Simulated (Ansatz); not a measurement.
# Convergence of a linear-scaling basis for glassy 67SiO2-33BaO (mol %) (131 atoms)

Aim: test how closely localised support functions follow the reference on glassy 67SiO2-33BaO (mol %) (131 atoms), and at what cost. A setting counts as converged where the r.m.s. difference of forces stays under 1 % of the r.m.s. force.

Calculated with Ansatz 0.2.0; Kohn-Sham DFT, PBE, PAW (set soft_2), plane waves.

## Step 1: The structure

The cell holds 131 atoms: 33 Si, 16 Ba and 82 O. Its edges and angles: a = 12.713 Å, b = 12.713 Å, c = 12.713 Å, α = 90.0°, β = 90.0°, γ = 90.0°. 131 atoms (33 Si, 16 Ba, 82 O) placed at random at 3.48 g/cm³, melted at 4000 K for 10 ps at fixed volume with the Morse and Coulomb pair potential with partial charges (Pedone, Malavasi, Menziani, Cormack and Segre, J. Phys. Chem. B 110, 11780 (2006)). Quenched from 4000 K to 300 K at 50 K/ps and fixed volume, held 10 ps at zero pressure, then minimised at fixed cell.

Limits known from the start: The quench rate of 50 K/ps far exceeds what a furnace or splat quench reaches, so expect more defects and frozen-in strain than in a real sample. The starting topology of bonds comes from the classical model, and needn't be the one that DFT or experiment would give. The Brillouin zone is sampled at Γ only, in a cell whose shortest periodic width is 13 Å. The levels lack spin–orbit coupling, which is large for the heavy elements here.

## Step 2: Plane-wave single point

The first run fixes the reference, at a cutoff of 420 eV.

File input.yaml:

```yaml
crystal:
  lattice:
    - [12.71338, 0.0, 0.0]
    - [0.0, 12.71338, 0.0]
    - [0.0, 0.0, 12.71338]
  atoms:
    - { symbol: Si, position: [0.67203, 0.29873, 0.71087] }
    - { symbol: Si, position: [0.19271, 0.08804, 0.99375] }
    - { symbol: Si, position: [0.4733, 0.22008, 0.56967] }
    - { symbol: Si, position: [0.85672, 0.83238, 0.35186] }
    - { symbol: Si, position: [0.48032, 0.10079, 0.97141] }
    - { symbol: Si, position: [0.78712, 0.45154, 0.46458] }
    - { symbol: Si, position: [0.45631, 0.85217, 0.48543] }
    - { symbol: Si, position: [0.0203, 0.9409, 0.10388] }
    - { symbol: Si, position: [0.66278, 0.52421, 0.81867] }
    - { symbol: Si, position: [0.01571, 0.37406, 0.76419] }
    - { symbol: Si, position: [0.22397, 0.50856, 0.79119] }
    - { symbol: Si, position: [0.65709, 0.08279, 0.81192] }
    - { symbol: Si, position: [0.47495, 0.00651, 0.67938] }
    - { symbol: Si, position: [0.85571, 0.22145, 0.16692] }
    - { symbol: Si, position: [0.96245, 0.55623, 0.59784] }
    - { symbol: Si, position: [0.72014, 0.75892, 0.80053] }
    - { symbol: Si, position: [0.09593, 0.93666, 0.67581] }
    - { symbol: Si, position: [0.08406, 0.53689, 0.23842] }
    - { symbol: Si, position: [0.93157, 0.05404, 0.31371] }
    - { symbol: Si, position: [0.56586, 0.28558, 0.12373] }
    - { symbol: Si, position: [0.8407, 0.46664, 0.22569] }
    - { symbol: Si, position: [0.40528, 0.61793, 0.44832] }
    - { symbol: Si, position: [0.14206, 0.13476, 0.4202] }
    - { symbol: Si, position: [0.43101, 0.92213, 0.13891] }
    - { symbol: Si, position: [0.81932, 0.22577, 0.53727] }
    - { symbol: Si, position: [0.96111, 0.74389, 0.76845] }
    - { symbol: Si, position: [0.20258, 0.37819, 0.38775] }
    - { symbol: Si, position: [0.08488, 0.78306, 0.27191] }
    - { symbol: Si, position: [0.29508, 0.928, 0.82572] }
    - { symbol: Si, position: [0.66792, 0.49857, 0.05742] }
    - { symbol: Si, position: [0.32174, 0.42447, 0.58325] }
    - { symbol: Si, position: [0.03615, 0.16102, 0.62894] }
    [... 93 atom lines left out ...]
    - { symbol: O, position: [0.35403, 0.89076, 0.41953] }
    - { symbol: O, position: [0.67086, 0.45301, 0.50325] }
    - { symbol: O, position: [0.97064, 0.21601, 0.11862] }
    - { symbol: O, position: [0.407, 0.96538, 0.77652] }
    - { symbol: O, position: [0.12968, 0.16454, 0.91622] }
    - { symbol: O, position: [0.65848, 0.21075, 0.80345] }
kpoints:
  mp_grid: { grid: [1, 1, 1] }
hamiltonian:
  xc: pbe
scf:
  occupations: { method: fixed }
output:
  forces: true
  stress: true
  populations: true
  dos:
    method: { smearing: { sigma: 0.1 } }
    de: 0.1
    projected: { site_lists: { Ba: [Ba], O: [O], Si: [Si] } }
  eigenvalues: true
  write_density: true
  write_potential: true
  volumetric_format: npy
  elf: true
```

Launch:

```
ansatz run input.yaml --threads 8 --pin off --max-ram 15872MiB --backend cpu --events-out ev --progress --plain --runs-dir out
```

Numbers of over 12 decimals in the logs are rounded to 6 here.

The log of the run:

```text
Engine: ansatz 0.2.0, aarch64-unknown-linux-gnu
Pseudopotentials: kind: paw
Pseudopotential: Si, paw, valence charge 4, recommended cutoff 420 eV (normal), Si.paw.azcp
Pseudopotential: Ba, paw, valence charge 10, recommended cutoff 420 eV (normal), Ba.paw.azcp
Pseudopotential: O, paw, valence charge 6, recommended cutoff 420 eV (normal), O.paw.azcp
[... 5 lines on functional and potentials left out ...]
Crystal: 131 atoms, lattice volume = 2054.864 Å³
Basis set: ecut = 420 eV, 40243 PW (Γ), exchange–correlation on 180×180×180 points (8 copies of the dense FFT grid, shifted against one another)
Bands: 523, of which v1, the nominal top of the filled ones, is band 392 counted from 1 (391 counted from 0)
Symmetry: 1 space group operations
Space group: P1 (ITA 1), of the structure as read, at distance tolerance 1.3e-4 Å
k-points: 1
[... 7 lines on functional and potentials left out ...]
Initial density: superposition of atomic densities (neutral atoms: chi_scale 0, normalization atom), corrected by the library's trained network
Initial wavefunctions: pseudopotential atomic-orbital guess
Functional: x = pbe(κ = 0.804, μ = 0.219515), c = pbe(β = 0.066725)
SCF iter   1: F=—  HF=-162862.106781 eV  |F-HF|=—  |Δ(HF+E_count)|=         —  Δρ=1.99e-3  dr2=1.42e-1  ethr=1.77e-3  ⟨swp⟩=5.0  Hψ=2027  notcnv=0  defer=128
preconditioner: auto → Resta (q_TF=auto, 2.324 Å⁻¹)  ε∞=3.4  [insulator: Δε(μ)=3.002 eV  Ē_g=14.611 eV  n_scr=460 (ndim 8)  ℏωp=22.5 eV  f_vac=0.114  ε∞_Penn≈3.4]
SCF iter   2: F=—  HF=-162862.099850 eV  |F-HF|=—  |Δ(HF+E_count)|=   6.93e-3  Δρ=1.03e-3  dr2=3.61e-2  ethr=1.81e-5  ⟨swp⟩=3.0  Hψ=907  notcnv=0  defer=129
SCF iter   3: F=—  HF=-162862.100634 eV  |F-HF|=—  |Δ(HF+E_count)|=   7.84e-4  Δρ=5.37e-4  dr2=9.98e-3  ethr=4.61e-6  ⟨swp⟩=3.0  Hψ=727  notcnv=0  defer=129
SCF iter   4: F=—  HF=-162862.099521 eV  |F-HF|=—  |Δ(HF+E_count)|=   1.11e-3  Δρ=1.82e-4  dr2=9.45e-4  ethr=1.27e-6  ⟨swp⟩=3.0  Hψ=725  notcnv=0  defer=129
SCF iter   5: F=—  HF=-162862.099574 eV  |F-HF|=—  |Δ(HF+E_count)|=   5.36e-5  Δρ=1.19e-4  dr2=2.55e-4  ethr=1.21e-7  ⟨swp⟩=2.0  Hψ=776  notcnv=0  defer=129
SCF iter   6: F=—  HF=-162862.099581 eV  |F-HF|=—  |Δ(HF+E_count)|=   6.93e-6  Δρ=3.08e-5  dr2=1.90e-5  ethr=3.25e-8  ⟨swp⟩=2.0  Hψ=759  notcnv=0  defer=128
SCF iter   7: F=—  HF=-162862.100236 eV  |F-HF|=—  |Δ(HF+E_count)|=   6.54e-4  Δρ=1.27e-5  dr2=3.01e-6  ethr=2.43e-9  ⟨swp⟩=2.0  Hψ=899  notcnv=0  defer=126
SCF iter   8: F=—  HF=-162862.100238 eV  |F-HF|=—  |Δ(HF+E_count)|=   2.25e-6  Δρ=8.10e-6  dr2=1.15e-6  ethr=3.84e-10  ⟨swp⟩=2.0  Hψ=775  notcnv=0  defer=126
SCF iter   9: F=-162862.100238 eV  HF=-162862.100238 eV  |F-HF|=4.81e-8  |Δ(HF+E_count)|=   7.91e-8  Δρ=1.87e-6  dr2=6.96e-8  ethr=1.28e-11  ⟨swp⟩=26.0  Hψ=6182  notcnv=0
SCF 1 converged in 9 iterations: F = -162862.100238 eV  dr2 = 6.96e-8
  greatest PAW one-centre occupation: 0.955 electrons in one spin orbital (limit 2), on the Ba atom at site 40 (counted from 0), in its partial waves of l = 0
SCF converged after 9 iterations
Free energy (F): -162862.100238 eV
Harris-Foulkes:  -162862.100238 eV  (|F-HF|=4.81e-8)
Internal energy: -162862.100238 eV  (E = F + TS)
E sigma→0 (E₀):  -162862.100238 eV
Fermi energy:    5.520023 eV
--- Per-component energies (eV) ---
  E_band       = -2825.424881
  E_kinetic    = 18838.096264
  E_local      = -47031.903890  (includes V_loc(G=0)·N_el)
  E_nonlocal   = 5662.217390
  E_hartree    = 17466.939894
  E_xc         = -10657.662255
  E_vxc        = -11559.755837  (∫ρ·V_xc dr)
  E_paw        = -113571.363033  (= ΣΔE_a)
  E_vpaw       = -3668.165487  (= ΣTr[D̂ρ^β])
  E_aug_tail   = 0.209508  (compensation charges beyond the density's cutoff)
  E_ewald      = -33568.634116
  E_smearing   = -0.000000  (= −TS)
  E_closure    = -0.000000  (closes the sum)
  Σ components = -162862.100238   (vs F -162862.100238, Δ=0.00e0)
--- Forces (eV/Å), atoms counted from 1 ---
  atom   1  Si    -0.53149403    -1.75205978    -0.89343228
  atom   2  Si    -0.36792435    -0.39036184    -0.31080641
  atom   3  Si     0.78185576     0.23482828     1.05966495
  atom   4  Si     0.59460505     0.52886583    -1.54870921
  atom   5  Si     0.08086896     0.71877295     0.01680840
  atom   6  Si     0.68058386    -1.42458666     0.24482245
  atom   7  Si    -0.65423191    -0.91737740    -0.83720517
  atom   8  Si     0.36726045     0.55813184     1.55015768
  atom   9  Si    -1.05308600     0.57987961     1.02247681
  atom  10  Si     0.53714736     1.11111086    -1.24614140
  atom  11  Si    -0.90106104    -0.27855869    -1.50111992
  atom  12  Si    -1.49674781     1.53181067    -0.41018519
  atom  13  Si    -0.47680890     1.32609560     0.18230250
  atom  14  Si     1.46115484    -0.26586250    -0.54533076
[...]
atom 130  O     -1.00469182     1.20632717    -1.17384350
  atom 131  O     -0.10225950     0.92411134     0.89532245
  max |Σ_I F_I| component: 6.77e-5 eV/Å
--- Stress (GPa, compression-positive) ---
        6.609207      -0.888155       0.039618
       -0.888155       2.071568      -0.071528
        0.039617      -0.071526       4.642107
  P = ⅓ Tr σ = 4.4410 GPa (44.410 kbar)
--- Band table (eV) ---
  k-point 0: bands = ["-21.8784", "-21.8653", "-21.5741", "-21.5338", [... 507 levels ...], "13.3699", "13.3835", "13.3919", "13.4036", "13.4224", "13.4488", "13.4697", "13.5103", "13.5322", "13.5399", "13.5661", "13.5695"]
--- Löwdin populations: 131 sites ---
  site symbol       q [e]
     0     Si      2.2289
     1     Si      2.3626
     2     Si      2.3375
[...]
130      O      6.8192
  spilling = 0.014490 (of n_electrons = 784.000000)
```

Elapsed: 30 s, on 8 threads of Arm Neoverse V2, shared host; peak memory 3.1 GiB.

Numbers from this run:

```
free energy                                      : -162862.1002 eV
free energy per atom                             : -1243.2221 eV/atom
SCF cycles                                       : 9
pressure                                         : 4.441 GPa
r.m.s. force component                           : 0.9708 eV/Å
longest force                                    : 3.409 eV/Å
Fermi energy                                     : 5.52 eV
gap (highest filled to lowest empty level) : 2.766 eV
spilling of the projection                       : 0.01449
```

The r.m.s. force component of 0.97 eV/Å sets the scale for the differences below.

## Step 3: Support functions low

With localised support functions most steps grow linearly with size, though the diagonalisation grows faster unless the density matrix is cut; this run measures error and cost at this size.

This step: Kohn-Sham DFT, PBE, PAW (set soft_2), localised support functions (low) (Ansatz 0.2.0).

input.yaml, the sections that differ from step 2:

```yaml
scf:
  occupations: { method: fixed }
  eigensolver: { kind: { support_functions: { accuracy: low } } }
  max_iter: 150
output:
  forces: true
  eigenvalues: true
# crystal, kpoints, hamiltonian: as in step 2
```

The log of the run:

```text
Warning: scf.eigensolver.kind.support_functions: disabling space-group detection — the functions' gradient is summed over unrotated k-points, so no spatial operation reduces the k-mesh or symmetrises the density; time reversal is kept, so that k and −k are solved as one point where they differ and the mesh holds both, and exact exchange and, on two spinor components, a DFT+U term hold to it where the run has them: [...]
settings of this run that can trade accuracy for cost: scf.eigensolver.kind.support_functions; scf.eigensolver.kind.support_functions.accuracy: low [...]
[...]
Crystal: 131 atoms, lattice volume = 2054.864 Å³
Basis set: ecut = 420 eV, 40243 PW (Γ), exchange–correlation on 180×180×180 points (8 copies of the dense FFT grid, shifted against one another)
Bands: 471, of which v1, the nominal top of the filled ones, is band 392 counted from 1 (391 counted from 0)
Symmetry: 1 space group operations
k-points: 1
[...]
SCF iter   1: F=—  HF=-162837.480963 eV  |F-HF|=—  |Δ(HF+E_count)|=         —  Δρ=8.71e-2  dr2=2.00e2  ethr=1.00e-1
[...]
SCF iter  13: F=—  HF=-162862.624500 eV  |F-HF|=—  |Δ(HF+E_count)|=   5.25e-3  Δρ=3.43e-5  dr2=5.00e-5  ethr=2.32e-8  κ⁻¹=8.6e-6(r=7)
SCF iter  14: F=-162862.628972 eV  HF=-162862.628983 eV  |F-HF|=1.06e-5  |Δ(HF+E_count)|=   4.48e-3  Δρ=2.04e-5  dr2=1.69e-5  ethr=6.38e-9
SCF 1 converged in 14 iterations: F = -162862.702198 eV  dr2 = 1.69e-5
[...]
SCF converged after 14 iterations
Stability not checked: this state was not tested for a lower state beside it, because the mixer in use, unlike msr1, does not test its closes by its own steps (another_mixer; see scf.mixing.algorithm and scf.lower_state_search)
Free energy (F): -162862.702198 eV
[...]
Internal energy: -162862.702198 eV  (E = F + TS)
E sigma→0 (E₀):  -162862.702198 eV
Fermi energy:    5.523120 eV
[...]
Σ components = -162862.702198   (vs F -162862.702198, Δ=0.00e0)
--- Forces (eV/Å), atoms counted from 1 ---
  atom   1  Si    -0.53126257    -1.75255517    -0.89444829
  atom   2  Si    -0.36805362    -0.39040888    -0.31003996
  atom   3  Si     0.78146250     0.23578263     1.06016120
  atom   4  Si     0.59530709     0.52864043    -1.54760500
[...]
atom 131  O     -0.10250377     0.92347975     0.89553725
  max |Σ_I F_I| component: 1.43e-3 eV/Å
--- Band table (eV) ---
[...]
```

It took 98 s on 8 threads; peak memory 5.2 GiB.

The program notes that the band table was not solved further than the SCF left it and it switched symmetry off.

Keys that differ from the reference: support_functions.accuracy = "low" and scf.max_iter = 150.

Forces differ from the reference by 0.83 meV/Å r.m.s., 0.085 % of their size, well within a tolerance of 1 %; the energy by -4.6 meV/atom. It took 98 s and 14 cycles; the reference's time can't be set against it, since the two runs asked for unlike analyses.

## Step 4: Support functions medium

With localised support functions most steps grow linearly with size, though the diagonalisation grows faster unless the density matrix is cut; this run measures error and cost at this size. Besides, the program derives a nominal cutoff of 464 eV for this run, against the reference's 420.

This step: Kohn-Sham DFT, PBE, PAW (set soft_2), localised support functions (medium) (Ansatz 0.2.0).

input.yaml, the sections that differ from step 3:

```yaml
scf:
  occupations: { method: fixed }
  eigensolver: { kind: { support_functions: { accuracy: medium } } }
  max_iter: 150
# crystal, kpoints, hamiltonian, output: as in step 3
```

The log of the run:

```text
[...]
Warning: basis.ecutwfc = 464 eV, auto-derived: no grid that the accuracy of the support functions lays serves the files at the lower one that their records recommend; a deck with other species or settings can derive another value
[...]
Crystal: 131 atoms, lattice volume = 2054.864 Å³
Basis set: ecut = 464 eV, 46681 PW (Γ), exchange–correlation on 180×180×180 points (8 copies of the dense FFT grid, shifted against one another)
Bands: 471, of which v1, the nominal top of the filled ones, is band 392 counted from 1 (391 counted from 0)
Symmetry: 1 space group operations
k-points: 1
[...]
SCF iter   1: F=—  HF=-162837.485994 eV  |F-HF|=—  |Δ(HF+E_count)|=         —  Δρ=8.71e-2  dr2=2.00e2  ethr=1.00e-1
[...]
SCF iter  14: F=—  HF=-162862.630028 eV  |F-HF|=—  |Δ(HF+E_count)|=   4.48e-3  Δρ=2.04e-5  dr2=1.69e-5  ethr=6.38e-9  κ⁻¹=3.6e-6(r=7)
SCF iter  15: F=-162862.633881 eV  HF=-162862.633882 eV  |F-HF|=1.18e-6  |Δ(HF+E_count)|=   3.85e-3  Δρ=7.54e-6  dr2=2.46e-6  ethr=2.15e-9
SCF 1 converged in 15 iterations: F = -162862.703176 eV  dr2 = 2.46e-6
[...]
SCF converged after 15 iterations
[...]
Free energy (F): -162862.703176 eV
[...]
Internal energy: -162862.703176 eV  (E = F + TS)
E sigma→0 (E₀):  -162862.703176 eV
Fermi energy:    5.522312 eV
[...]
Σ components = -162862.703176   (vs F -162862.703176, Δ=0.00e0)
--- Forces (eV/Å), atoms counted from 1 ---
  atom   1  Si    -0.53146719    -1.75240345    -0.89400502
  atom   2  Si    -0.36784157    -0.39053146    -0.30985996
  atom   3  Si     0.78150009     0.23549665     1.06054690
  atom   4  Si     0.59520763     0.52834898    -1.54795053
[...]
atom 131  O     -0.10239063     0.92331406     0.89542067
  max |Σ_I F_I| component: 1.54e-3 eV/Å
--- Band table (eV) ---
[...]
```

Wall time 1.8 min (8 threads); peak memory 5.2 GiB.

Keys that differ from the reference: support_functions.accuracy = "medium" and scf.max_iter = 150.

Forces differ from the reference by 0.69 meV/Å r.m.s., 0.071 % of their size, well within a tolerance of 1 %; the energy by -4.6 meV/atom. It took 1.8 min and 15 cycles; the reference's time can't be set against it, since the two runs asked for unlike analyses.

## Step 5: Support functions medium, radius 3.03 Å

The radius confines each support function; a larger one gives more freedom and more work per atom.

input.yaml, the sections that differ from step 4:

```yaml
scf:
  occupations: { method: fixed }
  eigensolver: { kind: { support_functions: { accuracy: medium, radius: 3.03 } } }
  max_iter: 150
# crystal, kpoints, hamiltonian, output: as in step 4
```

The log of the run:

```text
Warning: scf.eigensolver.kind.support_functions: disabling space-group detection — the functions' gradient is summed over unrotated k-points, so no spatial operation reduces the k-mesh or symmetrises the density; time reversal is kept, so that k and −k are solved as one point where they differ and the mesh holds both, and exact exchange and, on two spinor components, a DFT+U term hold to it where the run has them: [...]
Warning: basis.ecutwfc = 464 eV, auto-derived: no grid that the accuracy of the support functions lays serves the files at the lower one that their records recommend; a deck with other species or settings can derive another value
settings of this run that can trade accuracy for cost: scf.eigensolver.kind.support_functions [...]
Engine: ansatz 0.2.0, aarch64-unknown-linux-gnu
Pseudopotentials: kind: paw
Pseudopotential: Si, paw, valence charge 4, recommended cutoff 420 eV (normal), Si.paw.azcp
Pseudopotential: Ba, paw, valence charge 10, recommended cutoff 420 eV (normal), Ba.paw.azcp
Pseudopotential: O, paw, valence charge 6, recommended cutoff 420 eV (normal), O.paw.azcp
[... 5 lines on functional and potentials left out ...]
Error: SCF: the radius of support functions is under 3.60 Å, the least for these sites at the functions' level (scf.eigensolver.kind.support_functions.accuracy). Use scf.eigensolver.kind: auto, or type scf.eigensolver.kind.support_functions.radius at least as long, [...]
```

Elapsed: 2.9 s, on 8 threads; peak memory 0.41 GiB; 13 s of CPU time.

The program refuses radii under 3.60 Å for these atoms at this level.

## Step 6: Support functions medium, radius 3.33 Å

The radius confines each support function; a larger one gives more freedom and more work per atom.

input.yaml, the sections that differ from step 5:

```yaml
scf:
  occupations: { method: fixed }
  eigensolver: { kind: { support_functions: { accuracy: medium, radius: 3.33 } } }
  max_iter: 150
# crystal, kpoints, hamiltonian, output: as in step 5
```

The log of the run:

```text
Warning: scf.eigensolver.kind.support_functions: disabling space-group detection — the functions' gradient is summed over unrotated k-points, so no spatial operation reduces the k-mesh or symmetrises the density; time reversal is kept, so that k and −k are solved as one point where they differ and the mesh holds both, and exact exchange and, on two spinor components, a DFT+U term hold to it where the run has them: [...]
Warning: basis.ecutwfc = 464 eV, auto-derived: no grid that the accuracy of the support functions lays serves the files at the lower one that their records recommend; a deck with other species or settings can derive another value
settings of this run that can trade accuracy for cost: scf.eigensolver.kind.support_functions [...]
Engine: ansatz 0.2.0, aarch64-unknown-linux-gnu
Pseudopotentials: kind: paw
Pseudopotential: Si, paw, valence charge 4, recommended cutoff 420 eV (normal), Si.paw.azcp
Pseudopotential: Ba, paw, valence charge 10, recommended cutoff 420 eV (normal), Ba.paw.azcp
Pseudopotential: O, paw, valence charge 6, recommended cutoff 420 eV (normal), O.paw.azcp
[... 5 lines on functional and potentials left out ...]
Error: SCF: the radius of support functions is under 3.60 Å, the least for these sites at the functions' level (scf.eigensolver.kind.support_functions.accuracy). Use scf.eigensolver.kind: auto, or type scf.eigensolver.kind.support_functions.radius at least as long, [...]
```

Wall time 2.9 s (8 threads); peak memory 0.41 GiB; 13 s of CPU time.

The program refuses radii under 3.60 Å for these atoms at this level.

(Part 1 of 2 ends here.)

[Logs are printed without paths, hosts, clocks, repeated set-up lines and the standing remarks that a program may print on its own settings, such as how far it seeks lower states.]

[Hosts, paths, dates, database ids (printed as entryN), source tags and the programs' standing remarks are cut or masked in the printed files.]
